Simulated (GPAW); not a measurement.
# The basis that the transmission of a Ga chain with one S atom in line needs, part 2 of 2

How well does a Ga chain with one S atom in line conduct at low bias, and how far do basis and functional move the answer?

GPAW 26.7.0; GPAW LCAO, PAW setups; Landauer transmission from Green's functions with principal layers (ASE), zero bias.

So far, transmission at the Fermi level (one spin): step 2 (double-zeta polarised basis, PBE, GPAW) 1.89; step 3 (basis szp(dzp), PBE, GPAW) 1.84; step 4 (basis sz(dzp), PBE, GPAW) 1.78; step 5 (revPBE) 1.88.

## 8. Potential alignment off, density threshold 0.001, functional LDA

Without the shift, lead and junction are matched by their Fermi levels alone. The Hamiltonian is taken from the last density. The density threshold is one of the tests that end the cycle; the energy must settle too, so a loose value may not be the test that decides. The functional moves levels against the Fermi level.

This step: GPAW LCAO, PAW setups; Landauer transmission from Green's functions with principal layers (ASE), zero bias (GPAW 26.7.0).

File run.py:

```python
import json
import numpy as np
from ase import Atoms
from ase.transport.calculators import TransportCalculator
from gpaw import GPAW, FermiDirac
from gpaw.lcao.tools import get_lcao_hamiltonian
from scipy.linalg import eigh

# The junction with lead layers at both ends, along the third cell vector
device = Atoms(
    ['Ga', 'Ga', 'Ga', 'Ga', 'Ga', 'S', 'Ga', 'Ga', 'Ga', 'Ga', 'Ga'],
    positions=[
        [4.50000, 4.50000, 1.27500],
        [4.50000, 4.50000, 3.82500],
        [4.50000, 4.50000, 6.37500],
        [4.50000, 4.50000, 8.92500],
        [4.50000, 4.50000, 11.47500],
        [4.50000, 4.50000, 13.68070],
        [4.50000, 4.50000, 15.88640],
        [4.50000, 4.50000, 18.43640],
        [4.50000, 4.50000, 20.98640],
        [4.50000, 4.50000, 23.53640],
        [4.50000, 4.50000, 26.08640]],
    cell=[[9.0, 0.0, 0.0], [0.0, 9.0, 0.0], [0.0, 0.0, 27.3614]],
    pbc=True)

# One principal layer of the lead: the first 3 atoms of the device
lead = Atoms(
    ['Ga', 'Ga', 'Ga'],
    positions=[
        [4.50000, 4.50000, 1.27500],
        [4.50000, 4.50000, 3.82500],
        [4.50000, 4.50000, 6.37500]],
    cell=[[9.0, 0.0, 0.0], [0.0, 9.0, 0.0], [0.0, 0.0, 7.65]],
    pbc=True)

settings = dict(mode='lcao', basis='dzp', xc='LDA', h=0.2,
                occupations=FermiDirac(0.1), maxiter=250,
                mixer=dict(beta=0.1, nmaxold=8, weight=100.0),
                convergence=dict(density=0.001))
energies = np.arange(-3, 3 + 1e-9, 0.075)
eta = 0.0001
n1, n2 = 1, 1
# k and -k transmit alike, so half of the mesh across the current serves
mesh = [(i, j) for i in range(n1) for j in range(n2) if (i, j) <= (-i % n1, -j % n2)]
weights = np.array([1 if (i, j) == (-i % n1, -j % n2) else 2 for i, j in mesh]) / (n1 * n2)

# [... helper functions left out ...]
fermi_lead = ground_state(lead, (1, 1, 15), 'lead.txt')
fermi_device = ground_state(device, (1, 1, 3), 'device.txt')
# [... loop over the mesh left out, but for ...]
        # Lead and device are aligned by their Fermi levels alone
        shift = 0.0
# [...]
kT = 8.617333e-5 * 300
bias = [0.1, 0.2, 0.5, 1.0, 1.5, 2.0]
# [... integrals and printing left out ...]
```

Launch:

```console
> OMP_NUM_THREADS=1 OPENBLAS_NUM_THREADS=1 python run.py
```

What it wrote:

```text
basis functions: device 143, principal layer 39
Fermi level: lead -3.0786 eV, device -3.0345 eV; lead shifted by 0.0000 eV
largest coupling past the next layer 5.91e-05 eV, largest misfit of the first layer 0.071 eV
  E-E_F (eV)   T (one spin)  [channel counts left out]
    -3.000    7.8376e-01
    -2.925    7.8725e-01
    -2.850    7.9101e-01
    -2.775    7.9505e-01
    -2.700    7.9943e-01
    -2.625    8.0418e-01
    -2.550    8.0939e-01
    -2.475    8.1515e-01
    -2.400    8.2161e-01
    -2.325    8.2895e-01
    -2.250    8.3746e-01
    -2.175    8.4750e-01
    -2.100    8.5964e-01
    -2.025    8.7471e-01
    -1.950    8.9398e-01
    -1.875    9.1935e-01
[...]
2.475    2.3589e+00
     2.550    2.3570e+00
     2.625    2.3514e+00
     2.700    2.3422e+00
     2.775    2.3295e+00
     2.850    2.3136e+00
     2.925    2.2948e+00
     3.000    2.2734e+00
conductance at 300 K: 1.8266 G0 a cell; thermopower -4.769 uV/K
current from the zero-bias T(E) at 0.1 V: 14.095 uA
current from the zero-bias T(E) at 0.2 V: 27.846 uA
current from the zero-bias T(E) at 0.5 V: 63.998 uA
current from the zero-bias T(E) at 1.0 V: 112.87 uA
current from the zero-bias T(E) at 1.5 V: 160.66 uA
current from the zero-bias T(E) at 2.0 V: 209.63 uA
```

It took 22 s on 1 thread of Arm Neoverse V2, shared host; peak memory 0.94 GiB.

This step gave:

```yaml
conductance: 1.827 G₀
thermopower: -4.769 μV/K
largest_coupling_past_the_next_principal_layer: 5.91e-5 eV
largest_misfit_of_the_first_principal_layer: 0.07096 eV
shift_that_aligns_the_lead: 0 eV
transmission_at_the_fermi_level_one_spin: 1.854
```

One spin. Table of transmission, zone mean by energy, zero at the Fermi level:

```csv
energy (eV),"transmission, zone mean"
-3.00,0.784
-2.85,0.791
-2.70,0.799
-2.55,0.809
-2.33,0.829
-2.17,0.847
-2.02,0.875
-1.88,0.919
-1.73,0.992
-1.57,7.6e-6
-1.35,0.363
-1.20,0.557
-1.05,0.629
-0.90,0.668
-0.75,0.692
-0.60,0.710
-0.38,0.730
-0.23,0.969
-0.07,1.73
0.00,1.85
0.07,1.88
0.23,1.82
0.38,1.76
0.60,1.75
0.75,1.80
0.90,1.87
1.05,1.95
1.20,2.02
1.35,2.08
1.57,2.16
1.73,2.21
1.88,2.26
2.02,2.30
2.17,2.33
2.33,2.35
2.48,2.36
2.55,2.36
2.70,2.34
2.85,2.31
3.00,2.27
```

Not self-consistent under bias; the bias window is split evenly. Table of current through one cell, from the zero-bias transmission by bias:

```csv
bias (V),"current through one cell, from the zero-bias transmission (μA)"
0.100,14.1
0.200,27.8
0.500,64.0
1.000,113
1.500,161
2.000,210
```

Table of transmission of the three most open eigenchannels by energy, zero at the Fermi level:

```csv
energy (eV),channel 1,channel 2,channel 3
-3.00,0.784,1.0e-11,0
-2.77,0.795,1.0e-11,0
-2.55,0.809,9.9e-12,0
-2.40,0.822,9.8e-12,0
-2.17,0.847,9.6e-12,0
-1.95,0.894,9.4e-12,0
-1.73,0.992,9.2e-12,0
-1.57,7.6e-6,9.5e-12,0
-1.35,0.363,8.8e-12,0
-1.12,0.600,8.6e-12,0
-0.90,0.668,8.3e-12,0
-0.75,0.692,8.1e-12,0
-0.53,0.717,7.8e-12,0
-0.30,0.735,4.7e-10,4.7e-10
-0.07,0.747,0.490,0.490
0.00,0.750,0.552,0.552
0.07,0.753,0.566,0.566
0.30,0.760,0.513,0.513
0.53,0.764,0.487,0.487
0.75,0.766,0.516,0.516
0.90,0.767,0.551,0.551
1.12,0.767,0.608,0.608
1.35,0.768,0.657,0.657
1.57,0.770,0.697,0.697
1.73,0.771,0.720,0.720
1.95,0.774,0.752,0.752
2.17,0.778,0.776,0.776
2.40,0.788,0.788,0.782
2.55,0.786,0.786,0.785
2.77,0.790,0.770,0.770
3.00,0.794,0.740,0.740
```

The conductance, 1.83 G₀, lies 1.5 % below that of the dzp run.

## 9. Another change of settings

A last run, with other settings again.

run.py, as its differences from that of step 8:

```diff
@@ -36,6 +36,6 @@
 
-settings = dict(mode='lcao', basis='dzp', xc='LDA', h=0.2,
-                occupations=FermiDirac(0.1), maxiter=250,
+settings = dict(mode='lcao', basis='cc-pVDZ', xc='PBE', h=0.2,
+                occupations=FermiDirac(0.1), maxiter=50,
                 mixer=dict(beta=0.1, nmaxold=8, weight=100.0),
-                convergence=dict(density=0.001))
+                convergence=dict(density=0.0001))
 energies = np.arange(-3, 3 + 1e-9, 0.075)
@@ -51,4 +51,4 @@
 # [... loop over the mesh left out, but for ...]
-        # Lead and device are aligned by their Fermi levels alone
-        shift = 0.0
+        # Shift the lead onto the potential of the device's first layer
+        shift = ((H[:, 0, 0] - H0[:, 0, 0]) / S0[0, 0]).real.mean()
 # [...]
```

What it wrote:

```text
FileNotFoundError: Could not find required basis set file "Ga.cc-pVDZ.basis".
```

Wall time 0.6 s (1 thread); peak memory 0.1 GiB.

The input was rejected at the start.

The program's message: “FileNotFoundError: Could not find required basis set file "Ga.cc-pVDZ.basis".”

The change that led to it: basis = "cc-pVDZ".

## 10. Outcome

| Property | Result |
| --- | --- |
| conductance | 1.85 G₀ |
| transmission at the Fermi level, mean of the spins | 1.89 |
| thermopower | -2.79 μV/K |

In the dzp basis the junction conducts 1.85 G₀ at 300 K, with T = 1.89 a spin at the Fermi level; the sz basis reaches that conductance within 10 %. At the Fermi level the three most open eigenchannels pass 0.75, 0.57 and 0.57. Measured against the first run (dzp), the nearest curve is that of dzp-revPBE (r.m.s. 0.11) and the farthest that of sz (0.21). Over the compared runs wall time goes from 19 s (sz) to 30 s (dzp), on a shared host. The geometry was built from estimated bond lengths and not relaxed, so the numbers describe this model structure. An evenly spaced straight chain is an idealisation: free chains tend to dimerise, zigzag or, where a band edge lies near the Fermi level, turn magnetic. The currents use the zero-bias T(E) throughout, which holds only while the bias is small against the distance to the nearest feature. The energy step is wider than the thermal energy, so the conductance and thermopower rest on interpolation of T(E).

[Logs are printed without paths, hosts, clocks, repeated set-up lines and the standing remarks that a program may print on its own settings, such as how far it seeks lower states.]

[Hosts, paths, dates, database ids (printed as entryN), source tags and the programs' standing remarks are cut or masked in the printed files.]
